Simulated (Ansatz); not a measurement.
An input for Ansatz 0.2.0 (ReS2 (P-1)):

```yaml
crystal:
  lattice:
    - [6.2989537538, -0.0064690069, -0.0061704143]
    - [3.0875081787, 5.6095759146, 0.0084317581]
    - [0.1127224795, 3.3474890922, 12.0062549011]
  atoms:
    - { symbol: Re, position: [0.1875100552, 0.0651746713, 0.2459763082] }
    - { symbol: Re, position: [0.3124637296, 0.4347390015, 0.2540117522] }
    - { symbol: Re, position: [0.7617311051, 0.0364121193, 0.2487565415] }
    - { symbol: Re, position: [0.6875362704, 0.5652609985, 0.7459882478] }
    - { symbol: Re, position: [0.8124899448, 0.9348253287, 0.7540236918] }
    - { symbol: Re, position: [0.2617566394, 0.5364955989, 0.7487692238] }
    - { symbol: Re, position: [0.7382433606, 0.4635044011, 0.2512307762] }
    - { symbol: Re, position: [0.2382688949, 0.9635878807, 0.7512434585] }
    - { symbol: S, position: [0.9062850574, 0.7128829001, 0.1521539481] }
    - { symbol: S, position: [0.6014586977, 0.7791571105, 0.8796750014] }
    - { symbol: S, position: [0.3640404329, 0.7527485837, 0.1385838764] }
    - { symbol: S, position: [0.1446810164, 0.7217054365, 0.8943922345] }
    - { symbol: S, position: [0.355347307, 0.778372552, 0.6056207338] }
    - { symbol: S, position: [0.1359336467, 0.7471646723, 0.3614074599] }
    - { symbol: S, position: [0.6359595671, 0.2472514163, 0.8614161236] }
    - { symbol: S, position: [0.8640663533, 0.2528353277, 0.6385925401] }
    - { symbol: S, position: [0.1014236229, 0.2790804037, 0.3796592305] }
    - { symbol: S, position: [0.5936917038, 0.7870287413, 0.3478334998] }
    - { symbol: S, position: [0.0937149426, 0.2871170999, 0.8478460519] }
    - { symbol: S, position: [0.4063082962, 0.2129712587, 0.6521665002] }
    - { symbol: S, position: [0.8553189836, 0.2782945635, 0.1056077655] }
    - { symbol: S, position: [0.644652693, 0.221627448, 0.3943792662] }
    - { symbol: S, position: [0.3985413023, 0.2208428895, 0.1203249986] }
    - { symbol: S, position: [0.8985763771, 0.7209195963, 0.6203407695] }
kpoints:
  mp_grid: { grid: [4, 4, 2] }
hamiltonian:
  xc: lda
scf:
  occupations: { method: fixed }
gw:
  n_empty_bands: 588
  ecut_chi: 72
  qp_bands: [v2, c2]
  qp_kpoints: band_edges
  screening: { model: godby_needs }
```

```sh
ansatz run input.yaml --threads 32 --pin off --max-ram 82944MiB --backend cuda --events-out ev --progress --plain --runs-dir out --devices 1 --max-vram 78GiB
```

**Question.** Estimate wall time and host memory on 1 × NVIDIA GB200 (shared by 2 runs) with 32 threads of Arm Neoverse V2, shared host.

It took 57 s; on shared hardware allow 28 s to 1.9 min. Peak host memory was 4.9 GiB. The sizes that set the cost: 8317 plane waves a state, 20 irreducible k points, 696 bands summed, 609 plane waves in the screening and 9 SCF cycles.

The screening grows as filled bands × empty bands × pairs of k points, times the square of the screening basis for the matrix.

[Paths, hosts, dates, memory and timing lines, banners, echoed tables and standing remarks are left out of the program output.]

[Logs are printed without paths, hosts, clocks, repeated set-up lines and the standing remarks that a program may print on its own settings, such as how far it seeks lower states.]

[Runs of the session that timed out or met a known fault of the program may be left out.]

[Cells called generated may have been cut or substituted from an entry of the Crystallography Open Database or the Materials Project.]

[Hosts, paths, dates, database ids (printed as entryN), source tags and the programs' standing remarks are cut or masked in the printed files.]
